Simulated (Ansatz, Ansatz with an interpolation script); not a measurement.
Rows from a G0W0 calculation on YPO4 (I4_1/amd) (Ansatz 0.2.0; G0W0 on LDA, plane waves, PAW; PAW set soft_1; 4×4×4 mesh, 597 empty bands, screening to 150 eV, PAW set soft_1 files), in eV. Spin-orbit coupling is left out.

The database entry behind the starting cell differs from later determinations by our own check (impure mineral, about 0.2 % long), so it need not match the best structure at ambient conditions.

```tsv
row	k	band	start	Σx	Σc at the solution	Vxc
A	Γ	v3	5.886	-26.018	4.260	-20.654
B	Γ	c2	12.466	-9.185	-4.691	-15.532
C	Γ	c1	12.413	-9.568	-4.211	-15.176
D	Γ	v1	6.404	-26.569	4.411	-21.042
E	Γ	v2	5.896	-26.127	4.474	-20.473
F	Γ	v5	5.635	-26.414	4.316	-20.952
```

**Question.** Work out each quasiparticle level and how far it moved.

The quasiparticle equation reads E = start + Σx + Σc(E) − Vxc.

```tsv
row	E (eV)	shift (eV)
A	4.781	−1.104
B	14.122	+1.655
C	13.809	+1.397
D	5.288	−1.116
E	4.717	−1.179
F	4.489	−1.146
```

The gap over the computed points goes from 5.84 eV to 8.52 eV.

Limits: not at the basis limit; no spin-orbit coupling.

[Paths, hosts, dates, memory and timing lines, banners, echoed tables and standing remarks are left out of the program output.]

[Logs are printed without paths, hosts, clocks, repeated set-up lines and the standing remarks that a program may print on its own settings, such as how far it seeks lower states.]

[Runs of the session that timed out or met a known fault of the program may be left out.]

[Hosts, paths, dates, database ids (printed as entryN), source tags and the programs' standing remarks are cut or masked in the printed files.]
